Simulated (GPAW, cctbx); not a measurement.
## Sr2MnPbO6: deformation density and structure factors from DFT

Question: by how much does bonding change the X-ray structure factors of Sr2MnPbO6, how firmly does DFT give the change, and what does a routine refinement make of it?

The cell comes from substitution in a known structure type and wasn't matched to any measured phase. All numbers below are calculated.

**1. Find the equilibrium geometry**

The density hangs on the geometry, so cell and atoms are relaxed first, with the symmetry held. The cutoff is set higher than for the density because stress converges slowly with plane waves.

Settings: GPAW 26.7.0, PBE, 900 eV, 3×3×3 k-points, Fermi–Dirac width 0.05 eV, spin-polarised, BFGS to 0.03 eV/Å.

```text
cell
1.0
     0.000000000    4.047500000    4.047500000
     4.047500000    0.000000000    4.047500000
     4.047500000    4.047500000    0.000000000
Pb Sr Mn O
1 2 1 6
Direct
0.500000000 0.500000000 0.500000000
0.750000000 0.750000000 0.750000000
0.250000000 0.250000000 0.250000000
0.000000000 0.000000000 0.000000000
0.759600000 0.759600000 0.240400000
0.240400000 0.240400000 0.759600000
0.759600000 0.240400000 0.759600000
0.240400000 0.759600000 0.240400000
0.240400000 0.759600000 0.759600000
0.759600000 0.240400000 0.240400000
```

```console
$ OMP_NUM_THREADS=1 mpirun -n 4 gpaw python run.py > gpaw.log
```

```text
BFGS:    0      -66.945731        0.944059
BFGS:    1      -67.004885        0.518598
BFGS:    2      -67.030356        0.014529
cell  5.7245 5.7245 5.7245  60.00 60.00 60.00
volume 132.650 A^3, largest force 0.001 eV/A, largest stress 0.18 GPa
```

After 2 steps the volume has changed by 0.0 % and the energy by -0.085 eV; the largest stress left is 0.18 GPa. It took 87 s on 4 cores of Intel(R) Xeon(R) Platinum 8375C CPU @ 2.90GHz (Ice Lake) (shared host), peak memory 1.8 GiB.

Relaxed structure: Fm-3m (no. 225), a = 8.0957 Å, b = 8.0957 Å, c = 8.0957 Å, α = 90.00°, β = 90.00°, γ = 90.00°.

```csv
atom,mult.,x,y,z
Pb1,4,1/2,0,0
Sr1,8,1/4,1/4,3/4
Mn1,4,0,0,0
O1,24,0,0,0.7633
```

**2. The all-electron density**

X-rays see the whole electron density, so the PAW density is rebuilt with its core regions. Subtracting spherical free atoms from the same code cancels the cores and leaves the deformation density Δρ, the part due to bonding.

Settings: PBE, 550 eV, 4×4×4 k-points, Fermi–Dirac width 0.05 eV, spin-polarised; primitive cell of 10 atoms.

```console
$ OMP_NUM_THREADS=1 mpirun -n 4 gpaw python run.py > gpaw.log
```

```text
|iter:   1|       0s |  -73.222899 | +0.36 |       |  +4.0092|
|iter:   2|       2s |  -70.673451 | -0.65 | -0.87 |  +3.9587|
|iter:   3|       3s |  -65.747266 | -0.18 | -0.94 |  +3.6048|
...
|iter:  11|      14s |  -65.910486c| -6.58 | -4.21c|  +3.0014|
|iter:  12|      16s |  -65.910486c| -7.26 | -4.67c|  +3.0013|
|iter:  13|      17s |  -65.910486c| -7.65c| -5.23c|  +3.0013|
```

```text
grid (64, 64, 64)  electrons 231.000  moved by bonding 2.842 e
deformation density beyond 0.5 A of the nuclei: max 0.320, min -0.672 e/A^3
atom        x       y       z   Voronoi charge  moment
Pb1    0.5000  0.5000  0.5000      0.572       0.00
Sr2    0.7500  0.7500  0.7500      0.279       0.01
Sr3    0.2500  0.2500  0.2500      0.279       0.01
Mn4    0.0000  0.0000  0.0000      0.382       2.70
O 5    0.7633  0.7633  0.2367     -0.252       0.01
O 6    0.2367  0.2367  0.7633     -0.252       0.01
O 7    0.7633  0.2367  0.7633     -0.252       0.01
O 8    0.2367  0.7633  0.2367     -0.252       0.01
O 9    0.2367  0.7633  0.7633     -0.252       0.01
O 10   0.7633  0.2367  0.2367     -0.252       0.01
mean inner potential of superposed free atoms 20.698 V
total magnetic moment 3.001 muB
```

Deformation density in a plane through the shortest contact of the Mn atom at the origin, in 0.01 e/Å³ (clipped at ±99); x from -1.6 to 3.5 Å, y from 2.4 down to -2.4 Å:

```text
 -3  -1   3   9   5  -5  10   6   0  -2  -3  -3  -3  -1   5  13
 -3  -1   6  18   .   .  21   9   1  -2  -3  -4  -3   0   7  19
 -3  -1   4  11   .   .  12   6   0  -2  -3  -3  -3  -1   4   9
 -1  -2  -1   4  10  12   7   0  -2  -1   0   0  -1  -3  -3   0
  6   1  -3  -5  -6  -8  -5  -4  -1   4   8   8   4  -2  -7 -11
 10   8  -1  -5  -9   .   2  -6   7  10   .  13   9   2 -10  -1
  .  13   1 -41   .   .   .  -9  12  -8   .   .   4   5  -8  18
 11   8  -1  -5  -9   .   1  -6   7   9   .  13   9   2 -10  -1
  6   1  -3  -5  -6  -7  -5  -4  -1   4   8   8   4  -2  -8 -11
 -1  -2  -1   4  11  12   7   0  -2  -1   0   0  -1  -3  -3   0
 -3  -1   4  10   .   .  11   6   0  -2  -3  -3  -3  -1   4   8
 -3  -1   6  18   .   .  20   9   1  -2  -3  -4  -3   0   7  19
 -3  -1   3   9   3  -4  10   6   0  -2  -3  -3  -3  -1   5  13
```

Atoms in or within 0.15 Å of the plane: Mn (0.0, 0.0), O (1.9, 0.0), O (0.0, 1.9), O (0.0, -1.9) Å. Dots mark points within about 0.45 Å of a nucleus; large values next to them are atomic features.

O gains most (-0.25 e) and Pb loses most (+0.57 e); O is the most electronegative element, but the order of the others doesn't follow electronegativity. Such charges fall far short of formal ones, since overlapping free atoms already put density on their neighbours. Along the shortest contact from the Mn atom at the map's origin, Mn–O at 1.92 Å, Δρ is +0.04 e/Å³ at the midpoint and highest, +0.13, 1.26 Å from Mn (points within 0.5 Å of a nucleus left out): little sits at the middle, as in a polar contact, whose build-up shifts to the more electronegative atom. At the midpoints of other shortest contacts it is -0.02 (Pb–O, 2.13 Å), -0.03 (O–O, 2.71 Å) and -0.01 (Sr–O, 2.86 Å) e/Å³. Point values carry grid noise of about 0.01 e/Å³. The cell's moment is 3.00 μB; the largest inside an atomic sphere is 2.70 μB. The run needed 13 iterations, 31 s.

**3. From the density to structure factors**

The Fourier components of Δρ, added to those of the free atoms, give the static X-ray structure factors; the Mott–Bethe relation turns them into the Fourier components V of the potential that fast electrons feel.

```text
static structure factors of the conventional cell: F in electrons, V (Mott-Bethe) in volts
   h  k  l      d  |F| table  |F| free   |F| DFT   change   |V| free  |V| DFT  change %
   1  1  1  4.6741   204.605   204.243   203.180   -1.062     1.459    1.660     13.7
   0  2  0  4.0479   179.296   178.333   179.169    0.836     1.495    1.376     -7.9
   0  2  2  2.8623   567.626   567.547   564.332   -3.216     7.235    7.463      3.1
   1  3  1  2.4409   204.740   204.950   205.410    0.460     1.454    1.430     -1.6
   2  2  2  2.3370    14.949    14.458    20.996    6.538     2.400    2.091    -12.9
   0  4  0  2.0239   671.211   670.053   674.379    4.326     8.861    8.708     -1.7
   1  3  3  1.8573   204.026   204.258   205.140    0.882     1.495    1.468     -1.8
   0  4  2  1.8103   139.567   139.057   140.466    1.409     1.310    1.271     -3.0
   2  4  2  1.6525   481.840   481.684   481.935    0.251     4.354    4.348     -0.1
   3  3  3  1.5580   202.779   202.909   203.643    0.733     1.525    1.510     -1.0
   1  5  1  1.5580   162.498   162.698   163.053    0.355     0.601    0.593     -1.2
   0  4  4  1.4311   563.784   563.666   563.688    0.022     6.250    6.250     -0.0
   1  5  3  1.3684   166.222   166.253   166.558    0.306     0.749    0.744     -0.7
   2  4  4  1.3493   118.538   118.316   118.714    0.399     0.999    0.992     -0.6
```

The largest X-ray change is +6.54 e on 222, 45.2 % of |F|. For electrons V goes as (Z − F)/g², so a change of F counts against Z − F, which is small at low angle and wherever the atoms' terms cancel: |V| of 111 moves by +13.7 % (1.46 to 1.66 V) against -0.5 % in |F|. The tabulated Hartree–Fock atoms differ from the free DFT atoms by up to 1.16 e, so the choice of reference atom matters too.

**4. Which functional?**

The same geometry is run with other functionals, to see whether the bonding signal is larger than the spread between approximations. Free atoms are LDA for LDA and PBE otherwise; meta-GGAs and hybrids keep PBE cores. Any other changed setting is in the row's label.

```csv
run,ΔF 222 (e),ΔF 040 (e),ΔF 022 (e),q(O) (e),moved (e),time
PBE,+6.538,+4.326,-3.216,-0.252,2.842,31 s
LDA,+6.099,+3.909,-3.107,-0.242,2.683,27 s
r2SCAN,+7.035,+4.817,-3.597,-0.282,3.149,56 s
```

At the base's settings ΔF(222) spans +6.099 to +7.035 e, a spread of 14 % of the PBE value; over the three listed reflections the spread is at most 21 %, so sign and size hold across the functionals. Times are from shared hosts.

**5. What a spherical-atom refinement makes of it**

Routine crystallography fits spherical atoms. To see the bias, intensities are simulated from tabulated atoms plus the DFT change ΔF, so that bonding alone can misfit (8656 reflections of the full sphere, merged to the counts below, to 0.4 Å, 1.5 % proportional noise plus counting noise, assumed isotropic U as listed, Δρ smeared by the mean U) and refined with cctbx over different ranges.

```
                    range  data      R1  GooF  U Pb1 (true 0.0067)  U Sr1 (true 0.009)  U Mn1 (true 0.0105)  U O1 (true 0.0145)  largest shift (Å)  Δρ max, min (e/Å³)
                 all data   267  0.0031  1.26               0.0067              0.0090               0.0105              0.0145             0.0000         0.32, -0.62
 low resolution, d > 0.84    40  0.0032  2.14               0.0067              0.0091               0.0105              0.0143             0.0003         0.17, -0.12
     high order, d < 0.75   212  0.0030  1.01               0.0067              0.0090               0.0105              0.0145             0.0002         0.29, -0.50
occupancies free, d > 0.7    64  0.0028  1.53               0.0067              0.0090               0.0104              0.0161             0.0004         0.11, -0.21
```

With all data GooF is 1.26, diluted by the many high-angle data; the misfit shows at low resolution; the top residual peak lies 0.00 Å from O and 1.92 Å from Mn, on the atom. No U is off by more than 3 s.u. at low resolution. With Pb1 held at 1 and the scale free, the other occupancies refine to Sr1 1.000(0.002), Mn1 0.997(0.004) and O1 1.040(0.006), on sites that are all full: they absorb part of the misfit, and only ratios to the fixed site mean anything.

**6. Answer**

Bonding moves 2.84 e in the primitive cell of Sr2MnPbO6 and changes the structure factors of the conventional cell in the table above by at most 6.54 e (222, 45.2 %). The shortest bond, Mn–O, has Δρ = +0.04 e/Å³ at its midpoint, low for a shared bond; with the charge transfer this is a polar contact. At the base's settings ΔF(222) spans +6.099 to +7.035 e, a spread of 14 % of the PBE value; over the three listed reflections the spread is at most 21 %, so sign and size hold across the functionals. With all data GooF is 1.26, diluted by the many high-angle data. Limits: static density, frozen cores, no spin–orbit coupling; a ferromagnetic start is the only order tried, and the real ground state may be antiferromagnetic or insulating; no Hubbard U on Mn.

[Outputs are excerpts: Python notices, other lines and further rows are left out; steps that failed or that the build refused (PBEsol, TPSS) are not shown.]

[Logs are printed without paths, hosts, clocks, repeated set-up lines and the standing remarks that a program may print on its own settings, such as how far it seeks lower states.]
